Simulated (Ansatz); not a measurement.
# F on Ag(100): change of the work function, part 3 of 3

Wanted: Δφ(θ) for F/Ag(100), starting from the hollow site.

Ansatz 0.2.0; plane-wave DFT, PBE, Ansatz PAW.

So far, work function, upper face (eV): step 2 (the clean slab) 4.24; step 3 (17 atoms, coverage 0.25 ML, cell 2x2) 5.15.

**4. The covered slab, k-mesh 12×12×1, coverage 1 ML**

System of this step: Ag4F (F/Ag(100)). The cell holds 5 atoms: 4 Ag and 1 F. Its edges and angles: a = 2.892 Å, b = 2.892 Å, c = 24.828 Å, α = 90.0°, β = 90.0°, γ = 90.0°. Vacuum lies along c.

Another coverage, to see how the dipoles act on each other as their distance changes.

input.yaml reads:

```yaml
crystal:
  lattice:
    - [2.8920667351, 0.0, 0.0]
    - [0.0, 2.8920667351, 0.0]
    - [0.0, 0.0, 24.8279432599]
  atoms:
    - { symbol: Ag, position: [0.5, 0.5, 0.3624947869] }
    - { symbol: Ag, position: [0.0, 0.0, 0.4448616578] }
    - { symbol: Ag, position: [0.5, 0.5, 0.5297657253] }
    - { symbol: Ag, position: [0.0, 0.0, 0.613338894] }
    - { symbol: F, position: [0.5, 0.5, 0.6375052131] }
kpoints:
  mp_grid: { grid: [12, 12, 1] }
hamiltonian:
  xc: pbe
scf:
  occupations: { method: fermi_dirac, width: 0.1 }
  convergence: { dr2_threshold: 1.0e-08 }
efield:
  axis: 3
  dipole_correction: true
  ramp_position: 0.97
  ramp_width: 0.06
relax:
  f_tol: 0.02
  max_steps: 60
  constraints: [{ sites: [0, 1] }]
output:
  write_potential: true
  write_density: true
  volumetric_format: npy
```

On the command line:

```bash
> ansatz run input.yaml --threads 4 --pin off --max-ram 6144MiB --backend cpu --events-out ev --progress --plain --runs-dir out
```

Numbers of over 12 decimals in the logs are rounded to 6 here.

What it wrote:

```text
[...]
Crystal: 5 atoms, lattice volume = 207.662 Å³
Basis set: ecut = 420 eV, 4015 PW (Γ), exchange–correlation on 40×40×360 points (8 copies of the dense FFT grid, shifted against one another)
Bands: 50, of which v1, the nominal top of the filled ones, is band 42 counted from 1 (41 counted from 0)
Symmetry: 8 space group operations
[...]
k-points: 28 of 144
[...]
SCF iter   1: F=—  HF=-31168.194545 eV  |F-HF|=—  |Δ(HF+E_count)|=         —  Δρ=4.36e-3  dr2=2.74e-1  ethr=1.77e-3  p=-0.040 e·Å  D=-3.46e-2 V/Å  ΔV_dip=0.86 eV  dr2_dipole=3.87e-2  V_vac-E_F(+/−)=5.03/4.17 eV  ⟨swp⟩=8.3  Hψ=6017  notcnv=0  defer=9
[...]
SCF iter   9: F=-31168.174280 eV  HF=-31168.174280 eV  |F-HF|=1.61e-8  |Δ(HF+E_count)|=   4.17e-8  Δρ=1.49e-6  dr2=5.71e-9  ethr=1.20e-11  p=-0.048 e·Å  D=-4.17e-2 V/Å  ΔV_dip=1.03 eV  dr2_dipole=5.05e-10  V_vac-E_F(+/−)=5.33/4.30 eV  ⟨swp⟩=8.1  Hψ=9820  notcnv=0
SCF 1 converged in 9 iterations: F = -31168.174280 eV  dr2 = 5.71e-9
[...]
relax step   1: F+E_penalty+E_count = -31168.17427993 eV  Δ(F+E_penalty+E_count) = +0.000e0 eV  max|allowed force component| = 2.778e0 eV/Å  Δτ_max = 0.0000 Å  (9 SCF iters, accepted)
[...]
SCF iter  10: F=-31168.755181 eV  HF=-31168.755181 eV  |F-HF|=1.32e-8  |Δ(HF+E_count)|=   3.61e-8  Δρ=9.67e-7  dr2=1.77e-9  ethr=1.20e-11  p=-0.119 e·Å  D=-1.04e-1 V/Å  ΔV_dip=2.58 eV  dr2_dipole=3.03e-12  V_vac-E_F(+/−)=6.90/4.32 eV  ⟨swp⟩=8.1  Hψ=9731  notcnv=0
SCF 2 converged in 10 iterations: F = -31168.755181 eV  dr2 = 1.77e-9
relax step   2: F+E_penalty+E_count = -31168.75518139 eV  Δ(F+E_penalty+E_count) = -5.809e-1 eV  max|allowed force component| = 1.654e0 eV/Å  Δτ_max = 0.1945 Å  (10 SCF iters, accepted)
[...]
SCF iter  11: F=-31168.972946 eV  HF=-31168.972946 eV  |F-HF|=1.24e-10  |Δ(HF+E_count)|=   2.71e-8  Δρ=4.21e-7  dr2=7.36e-10  ethr=1.20e-11  p=-0.199 e·Å  D=-1.73e-1 V/Å  ΔV_dip=4.30 eV  dr2_dipole=2.01e-10  V_vac-E_F(+/−)=8.63/4.33 eV  ⟨swp⟩=8.2  Hψ=9828  notcnv=0
SCF 3 converged in 11 iterations: F = -31168.972946 eV  dr2 = 7.36e-10
relax step   3: F+E_penalty+E_count = -31168.97294554 eV  Δ(F+E_penalty+E_count) = -2.178e-1 eV  max|allowed force component| = 6.144e-1 eV/Å  Δτ_max = 0.1951 Å  (11 SCF iters, accepted)
[...]
relax step   4: F+E_penalty+E_count = -31169.00689886 eV  Δ(F+E_penalty+E_count) = -3.395e-2 eV  max|allowed force component| = 2.348e-2 eV/Å  Δτ_max = 0.2000 Å  (9 SCF iters, accepted)
SCF iter   1: F=—  HF=-31169.007348 eV  |F-HF|=—  |Δ(HF+E_count)|=         —  Δρ=6.27e-4  dr2=5.39e-4  ethr=7.43e-6  p=-0.195 e·Å  D=-1.70e-1 V/Å  ΔV_dip=4.21 eV  dr2_dipole=2.01e-6  V_vac-E_F(+/−)=8.51/4.30 eV  ⟨swp⟩=3.3  Hψ=3048  notcnv=0  defer=68
[...]
SCF iter   6: F=-31169.007096 eV  HF=-31169.007096 eV  |F-HF|=2.61e-8  |Δ(HF+E_count)|=   4.99e-8  Δρ=1.95e-6  dr2=5.83e-9  ethr=1.20e-11  p=-0.194 e·Å  D=-1.69e-1 V/Å  ΔV_dip=4.20 eV  dr2_dipole=9.88e-11  V_vac-E_F(+/−)=8.50/4.30 eV  ⟨swp⟩=10.3  Hψ=9826  notcnv=0
SCF 5 converged in 6 iterations: F = -31169.007096 eV  dr2 = 5.83e-9
relax step   5: F+E_penalty+E_count = -31169.00709583 eV  Δ(F+E_penalty+E_count) = -1.970e-4 eV  max|allowed force component| = 2.943e-3 eV/Å  Δτ_max = 0.0150 Å  (6 SCF iters, accepted)
[...]
SCF converged after 6 iterations
Free energy (F): -31169.007096 eV
[...]
Internal energy: -31168.972350 eV  (E = F + TS)
E sigma→0 (E₀):  -31168.989723 eV
Entropy (-TS):   -0.034746 eV (-6.949 meV/atom)
Fermi energy:    1.676022 eV
Dipole field:    D = -0.169128 V/Å  (p = -0.194093 e·Å, saw-weighted, corrected)
Work function:   Φ+ = 8.4973 eV   Φ− = 4.2982 eV
[...]
--- Forces (eV/Å), atoms counted from 1 ---
  atom   1  Ag    -0.00000000     0.00000000    -0.10179755
  atom   2  Ag     0.00000000     0.00000000     0.10478853
  atom   3  Ag     0.00000000     0.00000000    -0.00155366
  atom   4  Ag    -0.00000000     0.00000000    -0.00294313
  atom   5  F      0.00000000     0.00000000     0.00153642
  max |Σ_I F_I| component: 3.06e-5 eV/Å
--- Band table (eV; the first three rows and the last of 28) ---
  k-point 0: bands = [... 38 lower, -0.3102, -0.1130, 0.7508, 0.7861, 0.7861, 2.4998, 5.8626, 6.8209, ... 4 higher]
  k-point 1: bands = [... 38 lower, -0.1762, -0.1259, 0.5412, 0.8536, 0.9447, 2.7667, 5.9889, 7.0107, ... 4 higher]
  k-point 2: bands = [... 38 lower, -0.2788, 0.0185, 0.2268, 0.9805, 1.3459, 3.4583, 6.3632, 7.4824, ... 4 higher]
  k-point 27: bands = [... 38 lower, 0.4807, 1.0625, 4.5866, 4.5866, 6.9971, 6.9971, 8.5259, 8.6656, ... 4 higher]
--- Relaxed structure (5 steps of the walk, 5 accepted, 0 SCFs on fresh bases) ---
  F+E_penalty+E_count = -31169.00709583 eV   max|allowed force component| = 2.943e-3 eV/Å
  atoms:
    - { symbol: Ag, position: [0.500000, 0.500000, 0.362495] }
    - { symbol: Ag, position: [0.0, 0.0, 0.444862] }
    - { symbol: Ag, position: [0.500000, 0.500000, 0.529820] }
    - { symbol: Ag, position: [0, 0.0, 0.612841] }
    - { symbol: F, position: [0.500000, 0.500000, 0.659028] }
```

Wall time 25 s (4 threads of Arm Neoverse V2, shared host); peak memory 0.61 GiB.

The steps of the relaxation:

```
step  energy less that of the first step (eV)  largest force component (eV/Å)
   1                                   0.0000                          2.7779
   2                                  -0.5809                          1.6537
   3                                  -0.7987                          0.6145
   4                                  -0.8326                          0.0235
   5                                  -0.8328                          0.0029
```

The run keeps the 8 symmetry operations that it works with, so distortions that break them were not tested.

The atoms that moved most (Å):

```
atom     dx     dy      dz  length
  F5  0.000  0.000   0.534   0.534
 Ag4  0.000  0.000  -0.012   0.012
```

Final coordinates:

```xyz
5
Lattice="2.8921 0.0000 0.0000 0.0000 2.8921 0.0000 0.0000 0.0000 24.8279" Properties=species:S:1:pos:R:3
Ag    1.4460    1.4460    9.0000
Ag    0.0000    0.0000   11.0450
Ag    1.4460    1.4460   13.1543
Ag    0.0000    0.0000   15.2156
F     1.4460    1.4460   16.3623
```

Numbers from this step:

```
energy at zero smearing        : -31168.9897 eV
work function, upper face      : 8.497 eV
work function, lower face      : 4.298 eV
dipole along the normal        : -0.1941 e·Å
step between the vacuum levels : 4.199 eV
```

Running mean over 2.045 Å of the planar mean; the ramp of the sawtooth is left out. Table of electron's electrostatic potential energy less the Fermi level by z:

z (Å), electron's electrostatic potential energy less the Fermi level (eV) and a bar from the least value:
```
      3.5       4.30 #####################
      4.0       4.30 #####################
      4.5       4.30 #####################
      5.0       4.29 #####################
      5.5       4.28 #####################
      6.0       4.25 #####################
      6.5       4.13 #####################
      7.0       3.68 ####################
      7.5       2.00 #################
      8.0      -1.21 ##########
      8.5      -4.26 ####
      9.0      -5.63 #
      9.5      -5.90 
     10.0      -5.97 
     10.5      -6.01 
     11.0      -5.98 
     11.5      -5.75 #
     12.0      -5.52 #
     12.5      -5.53 #
     13.0      -5.67 #
     13.5      -5.58 #
     14.0      -5.33 #
     14.5      -5.07 ##
     15.0      -5.20 ##
     15.5      -5.66 #
     16.0      -3.64 #####
     16.5       0.40 #############
     17.0       3.87 ####################
     17.5       6.71 ##########################
     18.0       8.24 #############################
     18.5       8.46 ##############################
     19.0       8.49 ##############################
     19.5       8.50 ##############################
     20.0       8.50 ##############################
     20.5       8.50 ##############################
     21.0       8.50 ##############################
     21.5       8.50 ##############################
```

The relaxation took 5 steps and lowered the energy by 0.83 eV; the largest force on the free atoms ends at 0.0029 eV/Å.

The covered face has 8.50 eV, +4.25 eV against the clean one; the bare back face has moved by +0.06 eV, a measure of how thin the slab is.

**5. Work function against coverage**

This step: plane-wave DFT, PBE, Ansatz PAW; work function against coverage (Ansatz 0.2.0).

The runs are now put side by side.

Numbers from this step:

- work function of the clean face: 4.243 eV
- largest change of the work function: 4.254 eV

Work function of the covered face against coverage:

```
coverage (adsorbates/nm²)  work function of the covered face (eV)
                     0.00                                    4.24
                     2.99                                    5.15
                    11.96                                    8.50
```

The dipole per adsorbate comes from the change of the cell's dipole. Coverage, by row:

```
coverage (1/nm²)  coverage (ML)  work function (eV)  change (eV)  dipole per adsorbate, positive end outwards (debye)  mean height of the added atoms over the highest substrate atom (Å)
           2.989           0.25               5.148       0.9051                                               -0.838                                                               1.311
           11.96              1               8.497        4.254                                                -0.93                                                               1.147
```

**6. Results**

```yaml
work_function_of_the_clean_face: 4.24 eV
work_function_at_0p25_ml: 5.15 eV
work_function_at_1_ml: 8.50 eV
dipole_per_adsorbate_at_0p25_ml_positive_end_outwards: -0.84 D
```

In words: F raises the work function of Ag(100) at the lowest coverage, by 0.91 eV: the adsorbate layer has its negative end outwards. The slab has 4 layers, at the tabulated experimental lattice constant, one starting site was run, and quantum-size effects of a slab this thin can reach one or two tenths of an eV.

[Logs are printed without paths, hosts, clocks, repeated set-up lines and the standing remarks that a program may print on its own settings, such as how far it seeks lower states.]

[Hosts, paths, dates, database ids (printed as entryN), source tags and the programs' standing remarks are cut or masked in the printed files.]

[Maps of the electrostatic potential energy from Ansatz leave out the sawtooth potential of an applied field or a dipole correction, so their vacuum need not be flat; planar profiles and work functions include it.]
